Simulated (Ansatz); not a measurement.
# ZnO (zincite, P6_3mc): zone-centre modes under pressure, part 2 of 3

Wanted: Grüneisen parameters and pressure coefficients of the modes of ZnO (zincite, P6_3mc).

Ansatz 0.2.0; DFT LDA, scalar-relativistic, plane waves, PAW; PAW set soft_1.

So far. Step 3 (Tight relaxation): The largest force component left is 0.36 meV/Å and the pressure is -0.004 GPa, within the tolerances set. The cell now holds 11.33 Å³/atom.

### Step 4. Zone-centre response at rest

The modes at rest are the reference of the series, and the response to a field gives the dielectric tensor and the Born charges.

File input.yaml:

```yaml
crystal:
  lattice:
    - [3.1874548007, 0.0, 0.0]
    - [-1.5937274003, 2.7604168308, 0.0]
    - [0.0, 0.0, 5.1524026986]
  atoms:
    - { symbol: O, position: [0.6666666667, 0.3333333333, 0.3787375587] }
    - { symbol: O, position: [0.3333333333, 0.6666666667, 0.8787375587] }
    - { symbol: Zn, position: [0.3333333333, 0.6666666667, 0.5002724413] }
    - { symbol: Zn, position: [0.6666666667, 0.3333333333, 0.0002724413] }
kpoints:
  mp_grid: { grid: [15, 15, 10] }
hamiltonian:
  xc: lda
  pseudopotentials: { kind: paw, azcp: { folder: soft_1 }, xc_functional: pbe }
scf:
  occupations: { method: fixed }
output:
  eigenvalues: true
phonons:
  method: dfpt
  dielectric: true
  rigid_motions: translations
  raman: true
```

Launch:

```console
$ ansatz run input.yaml --threads 8 --pin off --max-ram 16384MiB --backend cpu --events-out ev --progress --plain --runs-dir out
```

Numbers of over 12 decimals in the logs are rounded to 6 here.

Log:

```text
[...]
Crystal: 4 atoms, lattice volume = 45.334 Å³
Basis set: ecut = 420 eV, 881 PW (Γ), exchange–correlation on 48×48×72 points (8 copies of the dense FFT grid, shifted against one another)
Bands: 22, of which v1, the nominal top of the filled ones, is band 18 counted from 1 (17 counted from 0)
Symmetry: 12 space group operations
k-points: 608 of 2250 (irreducible under 2 space group operations, time reversal used)
[...]
SCF iter   1: F=—  HF=-7604.900342 eV  |F-HF|=—  |Δ(HF+E_count)|=         —  Δρ=1.10e-1  dr2=2.96e0  ethr=3.10e-3  ⟨swp⟩=4.5  Hψ=63306  notcnv=0  defer=1117
[...]
SCF iter  11: F=-7603.955568 eV  HF=-7603.955568 eV  |F-HF|=0.00e0  |Δ(HF+E_count)|=  1.27e-11  Δρ=1.42e-7  dr2=7.91e-12  ethr=1.00e-12  ⟨swp⟩=7.3  Hψ=81471  notcnv=0
SCF 1 converged in 11 iterations: F = -7603.955568 eV  dr2 = 7.91e-12
[...]
NSCF: frozen V_eff on 4 k-points
DFPT response loops at Γ: preconditioner auto → Resta (q_TF=auto, 2.625 Å⁻¹)  ε∞=8.7 (no band partly filled); β = 1.00, the filter's whole step (`scf.mixing.beta` (0.50) is not read by the response loops at its default; to damp them type it under 1.00, their step now; it binds the ground state too); Broyden in place of MSR1
── the response to a field inside a basis, on 16×16×10 k-points: an SCF that follows is theirs, and a resumed run solves both again ──
Bands: 19, of which v1, the nominal top of the filled ones, is band 18 counted from 1 (17 counted from 0)
k-points: 360
[...]
Eigensolver: Dense (360 Hₖ)
SCF iter   1: F=—  HF=-7603.957393 eV  |F-HF|=—  |Δ(HF+E_count)|=         —  Δρ=6.10e-4  dr2=2.80e-5  ethr=1.00e-1
[...]
SCF iter   7: F=-7603.957383 eV  HF=-7603.957383 eV  |F-HF|=9.09e-13  |Δ(HF+E_count)|=  3.00e-11  Δρ=2.33e-7  dr2=1.24e-11  ethr=3.64e-12
SCF 1 converged in 7 iterations: F = -7603.957383 eV  dr2 = 1.24e-11
[...]
WARN: field response: ε∞ stands inside a basis, on 16×16×10 points; the force constants stand on the 15×15×10 k-mesh, whose period is 12.70 times the interband length at k = (0.0000, 0.0000, 0.0000), direct gap 0.794 eV, under 14: take them and everything formed from them as unconverged, and compare with a denser kpoints.mp_grid
SCF converged after 11 iterations
Free energy (F): -7603.955568 eV
[...]
Internal energy: -7603.955568 eV  (E = F + TS)
E sigma→0 (E₀):  -7603.955568 eV
Fermi energy:    7.486635 eV
[...]
--- Band table (eV; the first three rows and the last of 608) ---
  k-point 0: bands = [... 14 lower, 6.6269, 7.3793, 7.4866, 7.4866, 8.2808, 12.7706, 15.6759, 20.4732]
  k-point 1: bands = [... 14 lower, 6.6479, 7.1180, 7.4661, 7.4661, 8.5741, 12.6802, 15.7540, 20.4729]
  k-point 2: bands = [... 14 lower, 6.7096, 6.7096, 7.4058, 7.4058, 9.1210, 12.4229, 15.9828, 20.2419]
  k-point 607: bands = [... 14 lower, 4.6284, 4.6966, 6.1869, 6.3240, 13.0253, 14.9713, 16.0467, 16.2633]
--- Phonons (Γ-DFPT): 4 representative perturbations + reference, on 608 of 2250 k-points (Σ response iterations 14) ---
  k mesh reduced under 2 symmetry operations, with k and −k counted as one. Each operation leaves every solved perturbation unchanged. A smaller set is not considered because the run solves the response to a homogeneous field
  ASR residual: 9.859e-5 → 0.000e0 eV/Å²; symmetrization residual: 4.261e-6 eV/Å²
  ASR residual per site (eV/Å²): 9.86e-5 9.86e-5 5.94e-5 5.94e-5
  Γ frequencies (cm⁻¹): 0.00 0.00 0.00 90.01 90.01 260.89 389.96 408.57 408.57 441.24 441.24 552.88
  ε∞ (high-frequency dielectric tensor):
        5.065924     0.000000     0.000000
        0.000000     5.065924     0.000000
       -0.000000     0.000000     5.118824
  ε⁰ (static dielectric tensor: ions relaxed, cell fixed):
        9.436247     0.000000    -0.000000
        0.000000     9.436247     0.000000
       -0.000000     0.000000    10.182366
  ε⁰ − ε∞ (ionic part):
        4.370323    -0.000000    -0.000000
       -0.000000     4.370323     0.000000
       -0.000000     0.000000     5.063543
  softest optical mode at Γ: 90.01 cm⁻¹; the repairs (sum rule, projections) moved no ω² at Γ by more than (1.60 cm⁻¹)²
  Born effective charges Z* (e; rows j = field, columns β = displacement):
    site 0:
        -2.07838    0.00000   -0.00000
         0.00000   -2.07838   -0.00000
         0.00000    0.00000   -2.13527
    site 1:
        -2.07838    0.00000   -0.00000
         0.00000   -2.07838    0.00000
        -0.00000   -0.00000   -2.13527
    site 2:
         2.07838   -0.00000   -0.00000
        -0.00000    2.07838   -0.00000
        -0.00000   -0.00000    2.13527
    site 3:
         2.07838   -0.00000    0.00000
        -0.00000    2.07838    0.00000
         0.00000    0.00000    2.13527
  Z* charge neutrality: 1.355e-3 e pre-enforcement
  solved inside a basis spanned on kpoints, on 16×16×10 k-points transformed towards the longest dipole: ε∞ is read to err by 2.0e-2, Z* by 2.0e-2 e (field_mesh: kpoints solves on kpoints); Z* is corrected for what the basis lacks
  Raman tensors (in the event stream and the table raman_tensors.tsv): an entry may err by 3.9e-3 Å², one of the second-order susceptibility by 2.3e-1 pm/V (basis, points and sum rule); their sum over the sites missed zero by 6.180e-5 Å² ahead of its enforcement
  optical modes at Γ without the LO–TO term, one row a degenerate level:
      ω (cm⁻¹)  modes    IR ((D/Å)²/amu)  static Raman (Å⁴/amu)  depolarisation
         90.01      2             0.0000                 2.1765           0.750
        260.89      1             0.0000                 0.0000               —
        389.96      1            16.3671                 7.1142           0.133
        408.57      2            31.0132                 0.5633           0.750
        441.24      2             0.0000                 3.8437           0.750
        552.88      1             0.0000                 0.0000               —
  optical modes at Γ + LO–TO along q̂ = [1.0000, 0.0000, 0.0000]:
      ω (cm⁻¹)  modes    IR ((D/Å)²/amu)  static Raman (Å⁴/amu)  depolarisation
         90.01      2             0.0000                 2.1765           0.750
        260.89      1             0.0000                 0.0000               —
        389.96      1            16.3671                 7.1142           0.133
        408.57      1            15.5066                 0.2817           0.750
        441.24      2             0.0000                 3.8437           0.750
        552.88      1             0.0000                 0.0000               —
        557.62      1            15.5066               122.1748           0.750
  optical modes at Γ + LO–TO along q̂ = [0.0000, 1.0000, 0.0000]:
      ω (cm⁻¹)  modes    IR ((D/Å)²/amu)  static Raman (Å⁴/amu)  depolarisation
         90.01      2             0.0000                 2.1765           0.750
        260.89      1             0.0000                 0.0000               —
        389.96      1            16.3671                 7.1142           0.133
        408.57      1            15.5066                 0.2817           0.750
        441.24      2             0.0000                 3.8437           0.750
        552.88      1             0.0000                 0.0000               —
        557.62      1            15.5066               122.1748           0.750
  optical modes at Γ + LO–TO along q̂ = [0.0000, 0.0000, 1.0000]:
      ω (cm⁻¹)  modes    IR ((D/Å)²/amu)  static Raman (Å⁴/amu)  depolarisation
         90.01      2             0.0000                 2.1765           0.750
        260.89      1             0.0000                 0.0000               —
        408.57      2            31.0132                 0.5633           0.750
        441.24      2             0.0000                 3.8437           0.750
        550.00      1            16.3671               422.9232           0.728
        552.88      1             0.0000                 0.0000               —
```

It took 8.3 min on 8 threads of Arm Neoverse V1, shared host; peak memory 4.4 GiB.

The column dr2 measures how far the density is from self-consistency, as an energy; F and HF (Harris–Foulkes) agree once it is small.

This step gave:

| Quantity | Value |
| --- | --- |
| sum-rule residual before enforcement | 9.86e-5 eV/Å² |
| miss of the charge sum rule | 0.001355 e |
| estimated error of the dielectric tensor | 0.01999 |
| estimated error of the Born charges | 0.02028 e |
| point group | 6mm |
| highest optical mode at the zone centre (no LO-TO term) | 552.9 cm⁻¹ |
| lowest optical zone-centre mode | 90.01 cm⁻¹ |
| mean high-frequency dielectric constant | 5.084 |
| largest Born charge (third of the trace) | -2.097 e |
| mean static dielectric constant | 9.685 |
| top of the zone-centre spectrum with the field | 557.6 cm⁻¹ |

Without the LO-TO term. Patterns of degenerate modes are one choice out of their space. The modes at Γ (shares of kinetic energy by element, %):

```csv
mode,frequency (cm⁻¹),symmetry,O %,Zn %
1,0.0,acoustic,20,80
2,0.0,acoustic,20,80
3,0.0,acoustic,20,80
4,90.0,E2,15,85
5,90.0,E2,15,85
6,260.9,B1,2,98
7,390.0,A1,80,20
8,408.6,E1,80,20
9,408.6,E1,80,20
10,441.2,E2,85,15
11,441.2,E2,85,15
12,552.9,B1,98,2
```

Displacements in mode 5 (90.0 cm⁻¹), the largest set to 1:
```
O1   0.84 -0.06  0.00
O2  -0.84  0.06  0.00
Zn3  1.00 -0.08  0.00
Zn4 -1.00  0.08  0.00
```

Displacements in mode 8 (408.6 cm⁻¹), the largest set to 1:
```
O1   1.00  0.00  0.00
O2   1.00  0.00  0.00
Zn3 -0.24  0.00  0.00
Zn4 -0.24  0.00  0.00
```

Optical modes at the zone centre, without and with the macroscopic field of the longitudinal modes; each column is sorted by frequency, so a row need not hold one and the same mode. Modes with and without the field, by row:

```csv
rank among optical modes,no field (cm⁻¹),"q along (1, 0, 0) (cm⁻¹)","q along (0, 0, 1) (cm⁻¹)"
1,90,90,90
2,90,90,90
3,260.9,260.9,260.9
4,390,390,408.6
5,408.6,408.6,408.6
6,408.6,441.2,441.2
7,441.2,441.2,441.2
8,441.2,552.9,550
9,552.9,557.6,552.9
```

Born charge (rows field, columns displacement) (e), principal values of the symmetric part by kind of site:

```csv
atom,atoms with these values,low,middle,high,mean
O1,2,-2.14,-2.08,-2.08,-2.10
Zn3,2,2.08,2.08,2.14,2.10
```

In full for Zn3:

```
2.08 0.00 0.00
0.00 2.08 0.00
0.00 0.00 2.14
```

High-frequency dielectric tensor:

```
5.07 0.00 0.00
0.00 5.07 0.00
0.00 0.00 5.12
```

Static dielectric tensor (ions relaxed, fixed cell):

```
 9.44  0.00  0.00
 0.00  9.44  0.00
 0.00  0.00 10.18
```

Transverse modes. Lines of the infrared spectrum (strongest = 100):

```csv
position (cm⁻¹),label,relative intensity
90,E2,0.0
261,B1,0.0
390,A1,53
409,E1,100
441,E2,0.0
553,B1,0.0
```

Activity x (w_L - w)^4 (n + 1)/w, 532 nm, 300 K; the tensors are static ones, while 532 nm light lies above the computed direct gap, where resonance would change the heights; modes without the macroscopic field alone. Raman lines, with heights relative to the strongest:

```csv
position (cm⁻¹),label,relative intensity
90,E2,100
261,B1,0.0
390,A1,29
409,E1,2.2
441,E2,13
553,B1,0.0
```

Before it was imposed, the acoustic sum rule was missed by 9.9e-5 eV/Å² and the charge sum rule by 0.0014 e. Small misses are needed for a sound result but don't prove that mesh and cutoff are converged. The lowest optical mode is real, 90.0 cm⁻¹.

The log warns of the k mesh: “the force constants stand on the 15×15×10 k-mesh, whose period is 12.70 times the interband length at k = (0.0000, 0.0000, 0.0000), direct gap 0.794 eV, under 14: take them and everything formed from them as unconverged”. So the frequencies of this run count as unconverged too.

### Step 5. Relaxation of a member: 1.06 times the volume at rest

The cell is set to 1.06 times the volume at rest, and shape and atoms relax at that volume.

File input.yaml:

```yaml
crystal:
  lattice:
    - [3.2500090009, 0.0, 0.0]
    - [-1.6250045004, 2.8145903573, 0.0]
    - [0.0, 0.0, 5.2533290803]
  atoms:
    - { symbol: O, position: [0.6666666667, 0.3333333333, 0.3787819941] }
    - { symbol: O, position: [0.3333333333, 0.6666666667, 0.8787819941] }
    - { symbol: Zn, position: [0.3333333333, 0.6666666667, 0.5002280059] }
    - { symbol: Zn, position: [0.6666666667, 0.3333333333, 0.0002280059] }
kpoints:
  mp_grid: { grid: [15, 15, 10] }
hamiltonian:
  xc: lda
  pseudopotentials: { kind: paw, azcp: { folder: soft_1 }, xc_functional: pbe }
scf:
  occupations: { method: gaussian, width: 0.02 }
output:
  forces: true
  stress: true
  eigenvalues: true
relax:
  adjacent_minimum: "off"
  f_tol: 0.001
  max_steps: 60
  cell: { stress_tol: 0.01, fix: [volume] }
```

Log:

```text
[...]
Crystal: 4 atoms, lattice volume = 48.055 Å³
Basis set: ecut = 420 eV, 941 PW (Γ)
Bands: 22, of which v1, the nominal top of the filled ones, is band 18 counted from 1 (17 counted from 0)
Symmetry: 12 space group operations
[...]
k-points: 162 of 2250 (time reversal used)
[...]
--- Relaxed structure (3 steps of the walk, 3 accepted, 1 SCFs on fresh bases) ---
[...]
cell:  # Å, volume = 48.0545 Å³
    - [3.250002, -2.8867409167077872e-11, 0]
    - [-1.625001, 2.814584, 0]
    - [0, 0, 5.253353]
  atoms:
    - { symbol: O, position: [0.666667, 0.333333, 0.378803] }
    - { symbol: O, position: [0.333333, 0.666667, 0.878803] }
    - { symbol: Zn, position: [0.333333, 0.666667, 0.500207] }
    - { symbol: Zn, position: [0.666667, 0.333333, 0.000207074] }
[key lines of the parts left out:]
SCF converged after 7 iterations
Free energy (F): -7603.881672 eV
Fermi energy:    6.943312 eV
P = ⅓ Tr σ = -8.2506 GPa (-82.506 kbar)
```

Run time: 11 s. Hardware: 8 threads; peak memory 0.57 GiB; 86 s of CPU time.

Little changed from the start: no atom moved by 0.005 Å and no cell edge by 0.1 %.

This step gave:

- pressure: -8.251 GPa
- gap on the k-mesh: 0.7031 eV
- volume per atom: 12.01 Å³

The largest force component left is 0.064 meV/Å, at a pressure of -8.25 GPa.

[end of part 2 of 3]

[Logs are printed without paths, hosts, clocks, repeated set-up lines and the standing remarks that a program may print on its own settings, such as how far it seeks lower states.]

[Hosts, paths, dates, database ids (printed as entryN), source tags and the programs' standing remarks are cut or masked in the printed files.]
